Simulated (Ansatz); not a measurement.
## ScAlSe3 (model cell, started as cubic perovskite with Al in the octahedra): following an unstable mode

Wanted: the energy along a soft mode of ScAlSe3 (model cell, started as cubic perovskite with Al in the octahedra) and the structure at the end.

Method: DFT PBE, scalar-relativistic, plane waves, PAW; PAW set soft_1, in Ansatz 0.2.0.

The structure was built from a prototype and need not be the compound's stable phase.

## (1) The starting structure

Symmetry: Pm-3m, No. 221, cubic system. The conventional cell has a = 4.862 Å, b = 4.862 Å, c = 4.862 Å, α = 90.00°, β = 90.00°, γ = 90.00°. Nearest to Sc lie 12 Se at 3.44 Å. Nearest to Al lie 6 Se at 2.43 Å. Se has 2 Al at 2.43 Å and 4 Sc at 3.44 Å nearest. Farther neighbours and most contacts between anions are not listed.

## (2) The dispersion

The cell comes from relaxations at this level that are not shown. Stability and thermal properties need the whole zone. Linear response on a 2×2×2 q mesh gives force constants as far as a supercell of that size would.

input.yaml

```yaml
crystal:
  lattice:
    - [4.8618479548, 0.0, 0.0]
    - [0.0, 4.8618479548, 0.0]
    - [0.0, 0.0, 4.8618479548]
  atoms:
    - { symbol: Sc, position: [0.0, 0.0, 0.0] }
    - { symbol: Al, position: [0.5, 0.5, 0.5] }
    - { symbol: Se, position: [0.5, 0.5, 0.0] }
    - { symbol: Se, position: [0.5, 0.0, 0.5] }
    - { symbol: Se, position: [0.0, 0.5, 0.5] }
kpoints:
  mp_grid: { grid: [8, 8, 8] }
hamiltonian:
  xc: pbe
  pseudopotentials: { kind: paw, azcp: { folder: soft_1 } }
scf:
  occupations: { method: methfessel_paxton, width: 0.2 }
output:
  eigenvalues: true
phonons:
  method: dfpt
  qmesh: [2, 2, 2]
  temperatures: { t_max: 1000, t_step: 50 }
  qpath:
    path:
      - [[0.0, 0.0, 0.0], [0.0, 0.5, 0.0], [0.5, 0.5, 0.0], [0.0, 0.0, 0.0], [0.5, 0.5, 0.5], [0.0, 0.5, 0.0]]
      - [[0.5, 0.5, 0.5], [0.5, 0.5, 0.0]]
    npoints: 10
```

On the command line:

```
ansatz run input.yaml --threads 4 --pin off --max-ram 16384MiB --backend cpu --events-out ev --progress --plain --runs-dir out
```

Numbers of over 12 decimals in the logs are rounded to 6 here.

What it wrote:

```text
Engine: ansatz 0.2.0, aarch64-unknown-linux-gnu
Pseudopotentials: kind: paw
Pseudopotential: Sc, paw, valence charge 11, recommended cutoff 420 eV (normal), soft_1/Sc.paw.azcp
Pseudopotential: Al, paw, valence charge 3, recommended cutoff 420 eV (normal), soft_1/Al.paw.azcp
Pseudopotential: Se, paw, valence charge 16, recommended cutoff 420 eV (normal), soft_1/Se.paw.azcp
Functional definition: PBE
  parameter kappa = 0.804
  parameter beta = 0.066725
  exchange = pbe_x(kappa = kappa, mu = beta*pi^2/3)
  correlation = pbe_c(beta = beta)
Crystal: 5 atoms, lattice volume = 114.922 Å³
Basis set: ecut = 420 eV, 2301 PW (Γ), exchange–correlation on 72×72×72 points (8 copies of the dense FFT grid, shifted against one another)
Bands: 38, of which v1, the nominal top of the filled ones, is band 31 counted from 1 (30 counted from 0)
Symmetry: 48 space group operations
k-points: 35 of 512
Non-local potential: Sc, projectors of the file, l = 0: 3, l = 1: 2, l = 2: 3, l = 3: 1
Non-local potential: Al, projectors of the file, l = 0: 2, l = 1: 2, l = 2: 1
Non-local potential: Se, projectors of the file, l = 0: 2, l = 1: 2, l = 2: 3, l = 3: 1
PAW form: soft (Blöchl's): semilocal exchange-correlation on the pseudo side does not see the compensation charge
PAW one-centre angular grid: Sc, 590 points (default); XC on 64 Gauss nodes
PAW one-centre angular grid: Al, 110 points (default); XC on 64 Gauss nodes
PAW one-centre angular grid: Se, 590 points (default); XC on 64 Gauss nodes
Initial density: superposition of atomic densities (chi_scale 0.1, normalization cell, long waves kept (reshape's long-wave potential 0.01 eV rms))
Initial wavefunctions: pseudopotential atomic-orbital guess
Functional: x = pbe(κ = 0.804, μ = 0.219515), c = pbe(β = 0.066725)
SCF iter   1: F=—  HF=-19084.208997 eV  |F-HF|=—  |Δ(HF+E_count)|=         —  Δρ=1.04e-1  dr2=2.56e1  ethr=3.10e-3  ⟨swp⟩=5.8  Hψ=4987  notcnv=0
preconditioner: auto → Kerker (q_TF=auto, 2.462 Å⁻¹)  [metal: Δε(μ)=0.011 eV  Ē_g=6.182 eV  σ=0.200 eV  W_gap=0.05  n_scr=26 (ndim 8)  ℏωp=17.0 eV  f_vac=0.000  D(μ)=10.84/eV (n_scr^D=146)]
SCF iter   2: F=—  HF=-19083.290815 eV  |F-HF|=—  |Δ(HF+E_count)|=   9.18e-1  S|Δr|=    0.00e0  Δρ=4.88e-2  dr2=5.85e0  ethr=3.10e-3  ⟨swp⟩=2.0  Hψ=1805  notcnv=0  defer=3
SCF iter   3: F=—  HF=-19082.962266 eV  |F-HF|=—  |Δ(HF+E_count)|=   3.29e-1  S|Δr|=    0.00e0  Δρ=1.59e-2  dr2=6.79e-1  ethr=3.10e-3  ⟨swp⟩=2.0  Hψ=1493  notcnv=0  defer=3
SCF iter   4: F=—  HF=-19082.923977 eV  |F-HF|=—  |Δ(HF+E_count)|=   3.83e-2  S|Δr|=    0.00e0  Δρ=5.82e-3  dr2=9.09e-2  ethr=1.10e-3  ⟨swp⟩=1.9  Hψ=1509  notcnv=0  defer=2
SCF iter   5: F=—  HF=-19082.918512 eV  |F-HF|=—  |Δ(HF+E_count)|=   5.47e-3  S|Δr|=    0.00e0  Δρ=1.86e-3  dr2=9.40e-3  ethr=1.47e-4  ⟨swp⟩=1.0  Hψ=1351  notcnv=0  defer=2
SCF iter   6: F=—  HF=-19082.917954 eV  |F-HF|=—  |Δ(HF+E_count)|=   5.57e-4  S|Δr|=    0.00e0  Δρ=1.07e-3  dr2=3.39e-3  ethr=1.52e-5  ⟨swp⟩=2.0  Hψ=2363  notcnv=0  defer=2
SCF iter   7: F=—  HF=-19082.917624 eV  |F-HF|=—  |Δ(HF+E_count)|=   3.31e-4  S|Δr|=    0.00e0  Δρ=6.28e-4  dr2=1.14e-3  ethr=5.46e-6  ⟨swp⟩=1.0  Hψ=1326  notcnv=0  defer=2
SCF iter   8: F=—  HF=-19082.917504 eV  |F-HF|=—  |Δ(HF+E_count)|=   1.19e-4  S|Δr|=    0.00e0  Δρ=1.63e-4  dr2=7.46e-5  ethr=1.83e-6  ⟨swp⟩=1.0  Hψ=1326  notcnv=0  defer=2
SCF iter   9: F=—  HF=-19082.917498 eV  |F-HF|=—  |Δ(HF+E_count)|=   5.66e-6  S|Δr|=    0.00e0  Δρ=4.50e-5  dr2=4.60e-6  ethr=1.20e-7  ⟨swp⟩=1.1  Hψ=1333  notcnv=0  defer=2
SCF iter  10: F=—  HF=-19082.917499 eV  |F-HF|=—  |Δ(HF+E_count)|=   3.40e-7  S|Δr|=    0.00e0  Δρ=5.30e-6  dr2=3.24e-8  ethr=7.42e-9  ⟨swp⟩=1.1  Hψ=1334  notcnv=0  defer=2
SCF iter  11: F=—  HF=-19082.917499 eV  |F-HF|=—  |Δ(HF+E_count)|=   1.94e-8  S|Δr|=    0.00e0  Δρ=1.50e-6  dr2=5.95e-9  ethr=5.22e-11  ⟨swp⟩=2.0  Hψ=2434  notcnv=0  defer=2
SCF iter  12: F=—  HF=-19082.917499 eV  |F-HF|=—  |Δ(HF+E_count)|=  4.22e-10  S|Δr|=    0.00e0  Δρ=4.16e-7  dr2=4.20e-10  ethr=9.60e-12  ⟨swp⟩=2.0  Hψ=1602  notcnv=0  defer=2
SCF iter  13: F=—  HF=-19082.917499 eV  |F-HF|=—  |Δ(HF+E_count)|=  1.35e-10  S|Δr|=    0.00e0  Δρ=1.17e-7  dr2=4.02e-11  ethr=1.00e-12  ⟨swp⟩=2.0  Hψ=1597  notcnv=0  defer=2
SCF iter  14: F=-19082.917499 eV  HF=-19082.917499 eV  |F-HF|=0.00e0  |Δ(HF+E_count)|=    0.00e0  S|Δr|=    0.00e0  Δρ=2.90e-8  dr2=1.85e-12  ethr=1.00e-12  ⟨swp⟩=5.5  Hψ=5243  notcnv=0
SCF 1 converged in 14 iterations: F = -19082.917499 eV  dr2 = 1.85e-12
  greatest PAW one-centre occupation: 1.000 electrons in one spin orbital (limit 2), on the Se atom at site 2 (counted from 0), in its partial waves of l = 2
Initial density: read from a saved state, or passed on in memory by an earlier SCF of this step, an earlier step, the calling program or the single point that the run made first
iter 1 solved again at ethr=8.25e-8 eV; its pass at ethr=3.10e-3 eV (dr2=5.12e-5 eV) is discarded
SCF iter   1: F=—  HF=-19082.917499 eV  |F-HF|=—  |Δ(HF+E_count)|=         —  Δρ=2.59e-7  dr2=1.13e-10  ethr=8.25e-8  ⟨swp⟩=3.0  Hψ=8158  notcnv=0
eigensolver tolerance schedule: the retry pair's looser diagonalisation over-reported the residual by 453720.26 of it (diagonalisation noise at an unbounded share of the residual, at the tolerance the schedule requests for it); recorded, not acted on — ethr = c·dr2/N_el stays at c = 1.0e-1
preconditioner: auto → Resta (q_TF=auto, 2.462 Å⁻¹)  ε∞=7.1  [insulator: Δε(μ)=0.140 eV  Ē_g=6.857 eV  σ=0.200 eV  W_gap=0.55  n_scr=26 (ndim 8)  ℏωp=17.0 eV  f_vac=0.000  D(μ)=1.32/eV (n_scr^D=6)  ε∞_Penn≈7.1]
SCF iter   2: F=—  HF=-19082.917499 eV  |F-HF|=—  |Δ(HF+E_count)|=   1.08e-7  S|Δr|=    0.00e0  Δρ=1.63e-7  dr2=2.52e-11  ethr=1.00e-12  ⟨swp⟩=3.7  Hψ=3397  notcnv=0
SCF iter   3: F=—  HF=-19082.917499 eV  |F-HF|=—  |Δ(HF+E_count)|=  5.09e-11  S|Δr|=    0.00e0  Δρ=9.95e-8  dr2=8.69e-12  ethr=1.00e-12  ⟨swp⟩=4.5  Hψ=4184  notcnv=0
SCF iter   4: F=-19082.917499 eV  HF=-19082.917499 eV  |F-HF|=3.64e-12  |Δ(HF+E_count)|=  2.18e-11  S|Δr|=    0.00e0  Δρ=4.09e-8  dr2=2.14e-12  ethr=1.00e-12  ⟨swp⟩=3.0  Hψ=3403  notcnv=0
SCF 2 converged in 4 iterations: F = -19082.917499 eV  dr2 = 2.14e-12
  greatest PAW one-centre occupation: 1.000 electrons in one spin orbital (limit 2), on the Se atom at site 3 (counted from 0), in its partial waves of l = 2
phonons: the bands overlap, so this run is a metal and interpolates without the dipole-dipole term. If the crystal is really an insulator or semiconductor, its LO-TO splitting is missing
NSCF: frozen V_eff on 35 k-points
NSCF: frozen V_eff on 125 k-points
DFPT response loops at q = (0, 0, 0) (fractional): preconditioner auto → Kerker (q_TF=auto, 2.462 Å⁻¹) (partly filled bands, converged f_vac=0.000); β = 1.00, the filter's whole step (`scf.mixing.beta` (0.50) is not read by the response loops under this deck's `scf.mixing.preconditioner`; to damp them name `kerker` or `kerker_dos`, under which they read `scf.mixing.beta`, and type it under 1.00, their step now; both keys bind the ground state too); Broyden in place of MSR1
NSCF: frozen V_eff on 250 k-points
DFPT response loops at q = (0, 0, -0.5) (fractional): mixed as the last ones told, above
NSCF: frozen V_eff on 250 k-points
DFPT response loops at q = (0, -0.5, -0.5) (fractional): mixed as the last ones told, above
NSCF: frozen V_eff on 250 k-points
DFPT response loops at q = (-0.5, -0.5, -0.5) (fractional): mixed as the last ones told, above
SCF converged after 14 iterations
Stability not checked: this state was not tested for a lower state beside it, because cold or Methfessel-Paxton smearing, or corrected tetrahedra, fill the levels in a way that the test cannot read (fill_not_monotonic; see scf.lower_state_search)
Free energy (F): -19082.917499 eV
Harris-Foulkes:  -19082.917499 eV  (|F-HF|=0.00e0)
Internal energy: -19082.923068 eV  (E = F + TS)
E sigma→0 (E₀):  -19082.918891 eV
Entropy (-TS):   0.005570 eV (1.114 meV/atom)
Fermi energy:    8.373645 eV
--- Per-component energies (eV) ---
  E_band       = -1315.801093
  E_kinetic    = 561.970837
  E_local      = -8932.746814  (includes V_loc(G=0)·N_el)
  E_nonlocal   = -911.038951
  E_hartree    = 4556.588699
  E_xc         = -379.349025
  E_vxc        = -406.501722  (∫ρ·V_xc dr)
  E_paw        = -7849.946161  (= ΣΔE_a)
  E_vpaw       = -740.660884  (= ΣTr[D̂ρ^β])
  E_aug_tail   = -0.001027  (compensation charges beyond the density's cutoff)
  E_ewald      = -6128.400626
  E_smearing   = 0.005570  (= −TS)
  E_closure    = -0.000000  (closes the sum)
  Σ components = -19082.917499   (vs F -19082.917499, Δ=0.00e0)
--- Band table (eV; the first three rows and the last of 35) ---
  k-point 0: bands = [... 27 lower, 7.1569, 7.1569, 7.6031, 7.6031, 7.6031, 8.5239, 8.5239, 8.6647, ... 3 higher]
  k-point 1: bands = [... 27 lower, 6.9466, 6.9671, 7.4922, 7.4949, 7.4949, 8.5862, 8.6778, 8.8199, ... 3 higher]
  k-point 2: bands = [... 27 lower, 6.4948, 6.4948, 7.3064, 7.3064, 8.2623, 8.7102, 8.7439, 9.2757, ... 3 higher]
  k-point 34: bands = [... 27 lower, 7.0896, 8.8015, 8.8476, 8.8476, 8.8476, 8.9055, 8.9055, 8.9055, ... 3 higher]
--- Phonons (Γ-DFPT): 4 representative perturbations + reference (Σ response iterations 12) ---
  ASR residual: 2.177e-5 → 0.000e0 eV/Å²; symmetrization residual: 4.348e-6 eV/Å²
  ASR residual per site (eV/Å²): 5.68e-6 1.94e-5 2.18e-5 2.18e-5 2.18e-5
  Γ frequencies (cm⁻¹): -187.02 -187.02 -187.02 -119.57 -119.57 -119.57 0.00 0.00 0.00 58.78 58.78 58.78 335.25 335.25 335.25
--- Phonons (arbitrary-q DFPT): 4 irreducible q on the 2×2×2 mesh ---
  q = [0.0000, 0.0000, 0.0000] (star 1, of the zone-centre solve; hermiticity 6.64e-7, symmetrization 2.57e-12): -187.02 -187.02 -187.02 -119.57 -119.57 -119.57 0.00 0.00 0.00 58.78 58.78 58.78 335.25 335.25 335.25
  q = [0.0000, 0.0000, -0.5000] (star 3, 9 solved perturbations in 975 linear systems a pass and spin channel, the states on 125 of 512 k-point pairs; hermiticity 3.40e-7, symmetrization 3.71e-12): -169.07 -169.07 -112.68 -90.14 -90.14 -38.90 -28.93 11.16 11.16 82.14 82.14 217.60 311.66 333.96 333.96
  q = [0.0000, -0.5000, -0.5000] (star 3, 9 solved perturbations in 975 linear systems a pass and spin channel, the states on 125 of 512 k-point pairs; hermiticity 4.75e-7, symmetrization 1.02e-12): -175.13 -175.13 -153.29 -88.39 -82.49 -82.49 56.97 56.97 74.63 106.71 181.48 247.53 323.54 323.54 332.38
  q = [-0.5000, -0.5000, -0.5000] (star 1, 4 solved perturbations in 350 linear systems a pass and spin channel, the states on 125 of 512 k-point pairs; hermiticity 3.41e-7, symmetrization 4.30e-12): -183.22 -183.22 -183.22 -175.20 -175.20 -175.20 91.82 91.82 91.82 181.33 181.33 267.85 337.00 337.00 337.00
  sum rule: each row above includes the acoustic sum rule's correction from the zone centre's row sums; it moved no ω² by more than (0.44 cm⁻¹)²
  mesh force constants: q→R imaginary residual 8.00e-18; ASR residual 2.177e-5 → 0.000e0 eV/Å²; symmetrization residual 8.882e-15 eV/Å²
  interpolated dispersion: 62 rows × 15 modes
  density of states and harmonic sums: on the 14×14×14 q-mesh, interpolated from the force constants of a 2×2×2 supercell (no non-analytic term)
  largest difference from the sums on the solved wave vectors: F 2.37e-2 eV, S 7.19e-5 and C_V 4.80e-5 eV/K
  zero-point energy: 0.100734 eV/cell   skipped modes (ω ≤ 0): 744, of them read as no rigid motion or as one in doubt: 741 (6.191e0 modes/cell left out, lowest -187.02 cm⁻¹)   left out of the sums: 4.13e-1 of the cell's modes: C_V's classical limit lies that fraction below 3 k_B per atom; for a crystal, a wire or a layer, F and S can be off by more, and a phonons.interpolated_qmesh denser along its periods is the remedy for the sampling
```

Wall time 5 min (4 threads of Arm Neoverse V2, shared host); peak memory 1.7 GiB; 19 min of CPU time.

In the SCF lines HF is the Harris–Foulkes energy and dr2 the Hartree energy of the density residual, in eV; the loop may stop once dr2 is under the threshold and the program's other checks hold. Hψ counts applications of the Hamiltonian.

This step gave:

| Item | Value |
| --- | --- |
| volume per atom | 22.98 Å³ |
| gap on the k-mesh | 0 eV |
| sum-rule residual before enforcement | 2.18e-5 eV/Å² |
| lowest frequency on the path | -187.0 cm⁻¹ |
| point group | m-3m |
| highest frequency on the path or at a solved wavevector | 337 cm⁻¹ |
| highest optical mode at the zone centre (no LO-TO term) | 335.2 cm⁻¹ |
| lowest optical zone-centre mode | -187.0 cm⁻¹ |
| lowest mode on the q mesh (acoustic modes at Γ apart) | -187.0 cm⁻¹ |

Frequencies (cm⁻¹) solved at each irreducible wavevector; negative means imaginary. Frequencies by wavevector, by row:

```tsv
q in reciprocal lattice units	star	mode 1	mode 2	mode 3	mode 4	mode 13	mode 14	mode 15
0 0 0	1	-187	-187	-187	-119.6	335.2	335.2	335.2
0 0 -0.5	3	-169.1	-169.1	-112.7	-90.1	311.7	334	334
0 -0.5 -0.5	3	-175.1	-175.1	-153.3	-88.4	323.5	323.5	332.4
-0.5 -0.5 -0.5	1	-183.2	-183.2	-183.2	-175.2	337	337	337
```

Interpolated from a 2×2×2 q mesh. The phonon branches at the labelled points (cm⁻¹):

```tsv
point	branch 1	branch 2	branch 3	branch 4	branch 12	branch 13	branch 14	branch 15
Γ	-187	-187	-187	-120	59	335	335	335
halfway	-178	-178	-144	-116	152	327	335	335
X	-169	-169	-113	-90	218	312	334	334
halfway	-172	-145	-144	-137	223	318	330	333
M	-175	-175	-153	-88	248	324	324	332
halfway	-170	-161	-146	-131	172	326	332	334
Γ	-187	-187	-187	-120	59	335	335	335
halfway	-168	-168	-139	-132	190	327	327	336
R	-183	-183	-183	-175	268	337	337	337
halfway	-164	-164	-156	-149	230	324	329	336
X	-169	-169	-113	-90	218	312	334	334
jump to R	-183	-183	-183	-175	268	337	337	337
halfway	-178	-178	-165	-148	251	330	330	335
M	-175	-175	-153	-88	248	324	324	332
```

Symmetry leaves 4 wavevectors to solve. The lowest mode among them, the acoustic zeros apart, lies at Γ and is imaginary, 187.0i cm⁻¹, so the energy falls along it.

## (3) The mode frozen in, largest atomic shift 0 Å

The mode followed lies at Γ with frequency 187.0i cm⁻¹ and is 3-fold degenerate, the softest among the wavevectors solved. At small amplitude the distorted cell has space group no. 160 by a symmetry search on the positions. The undistorted cell that holds it gives the zero of energy on the same k mesh.

input.yaml, the sections that differ from step 2:

```yaml
output:
  forces: true
  stress: true
  eigenvalues: true
# crystal, kpoints, hamiltonian, scf: as in step 2
# phonons: removed
```

What it wrote:

```text
[...]
Crystal: 5 atoms, lattice volume = 114.922 Å³
Basis set: ecut = 420 eV, 2301 PW (Γ), exchange–correlation on 72×72×72 points (8 copies of the dense FFT grid, shifted against one another)
Bands: 38, of which v1, the nominal top of the filled ones, is band 31 counted from 1 (30 counted from 0)
Symmetry: 48 space group operations
[...]
k-points: 35 of 512
[...]
k-point 0: bands = [... 27 lower, 7.1569, 7.1569, 7.6031, 7.6031, 7.6031, 8.5240, 8.5240, 8.6647, ... 3 higher]
  k-point 1: bands = [... 27 lower, 6.9466, 6.9671, 7.4922, 7.4950, 7.4950, 8.5863, 8.6779, 8.8200, ... 3 higher]
  k-point 2: bands = [... 27 lower, 6.4948, 6.4948, 7.3064, 7.3064, 8.2623, 8.7103, 8.7439, 9.2758, ... 3 higher]
  k-point 34: bands = [... 27 lower, 7.0896, 8.8015, 8.8476, 8.8476, 8.8476, 8.9055, 8.9055, 8.9055, ... 3 higher]
[key lines of the parts left out:]
SCF converged after 10 iterations
Free energy (F): -19082.917499 eV
Fermi energy:    8.373674 eV
P = ⅓ Tr σ = -0.0018 GPa (-0.018 kbar)
```

Run time: 2.1 s. Hardware: 4 threads; peak memory 0.49 GiB; 7.9 s of CPU time.

This step gave:

```yaml
pressure: -0.001807 GPa
energy_from_the_undistorted_cell: 0 meV/atom
```

The run ends at a pressure of 0.00 GPa.

## (4) The mode frozen in, largest atomic shift 0.6 Å

The atoms are moved along the unstable eigenvector, the largest shift by 0.6 Å, with the cell fixed.

input.yaml, the sections that differ from step 3:

```yaml
crystal:
  lattice:
    - [4.8618479548, 0.0, 0.0]
    - [0.0, 4.8618479548, 0.0]
    - [0.0, 0.0, 4.8618479548]
  atoms:
    - { symbol: Sc, position: [-0.0712507188, 0.0712507188, 0.0712507188] }
    - { symbol: Al, position: [0.4938138683, 0.5061861317, 0.5061861317] }
    - { symbol: Se, position: [0.5210464872, 0.4789535128, -0.0005815776] }
    - { symbol: Se, position: [0.5210464872, -0.0005815776, 0.4789535128] }
    - { symbol: Se, position: [0.0005815776, 0.4789535128, 0.4789535128] }
# kpoints, hamiltonian, scf, output: as in step 3
```

What it wrote:

```text
[...]
Crystal: 5 atoms, lattice volume = 114.922 Å³
Basis set: ecut = 420 eV, 2301 PW (Γ), exchange–correlation on 72×72×72 points (8 copies of the dense FFT grid, shifted against one another)
Bands: 38, of which v1, the nominal top of the filled ones, is band 31 counted from 1 (30 counted from 0)
Symmetry: 6 space group operations
[...]
k-points: 65 of 512 (time reversal used)
[...]
k-point 0: bands = [... 27 lower, 6.7083, 7.1856, 7.4898, 7.4898, 7.9688, 9.0353, 9.0885, 9.0885, ... 3 higher]
  k-point 1: bands = [... 27 lower, 6.6734, 6.9522, 7.2835, 7.4302, 7.9561, 9.0091, 9.1301, 9.2371, ... 3 higher]
  k-point 2: bands = [... 27 lower, 6.1230, 6.5661, 7.2393, 7.2430, 8.4019, 9.0688, 9.2217, 9.5604, ... 3 higher]
  k-point 64: bands = [... 27 lower, 7.0438, 7.8542, 7.8542, 8.8972, 9.0172, 9.3227, 9.3467, 9.3467, ... 3 higher]
[key lines of the parts left out:]
SCF converged after 11 iterations
Free energy (F): -19083.788257 eV
Fermi energy:    8.350350 eV
P = ⅓ Tr σ = 2.5008 GPa (25.008 kbar)
```

Wall time 6.6 s (4 threads); peak memory 0.52 GiB; 26 s of CPU time.

This step gave:

| Item | Value |
| --- | --- |
| pressure | 2.501 GPa |
| energy from the undistorted cell | -173.9 meV/atom |

The energy, extrapolated to zero smearing, is -173.88 meV/atom against the undistorted cell.

The run ends at a pressure of 2.50 GPa, with forces up to 1.2 eV/Å.

## (5) Energy along the mode, all amplitudes (two of the runs are shown above)

An imaginary frequency means negative curvature, so the energy should fall and then rise again as anharmonic terms take over.

This step gave:

- depth at the lowest point sampled: 173.9 meV/atom
- largest atomic shift at that point: 0.6 Å

Energy from the parent against largest atomic shift:

```tsv
largest atomic shift (Å)	energy from the parent (meV/atom)
0.000	0
0.040	-1.20
0.080	-4.78
0.140	-14.4
0.220	-34.3
0.320	-68.0
0.450	-119
0.600	-174
```

Displacement at unit largest shift by atom:

```tsv
atom	x (Å)	y (Å)	z (Å)	size
Sc1	-0.577	0.577	0.577	0.999
Al2	-0.050	0.050	0.050	0.087
Se3	0.171	-0.171	-0.005	0.242
Se4	0.171	-0.005	-0.171	0.242
Se5	0.005	-0.171	-0.171	0.242
```

The lowest of the steps tried is the last one, at 0.6 Å, 174 meV/atom below the parent; the bottom of the well need not coincide with a step.

[end of part 1 of 2]

[Logs are printed without paths, hosts, clocks, repeated set-up lines and the standing remarks that a program may print on its own settings, such as how far it seeks lower states.]

[Hosts, paths, dates, database ids (printed as entryN), source tags and the programs' standing remarks are cut or masked in the printed files.]
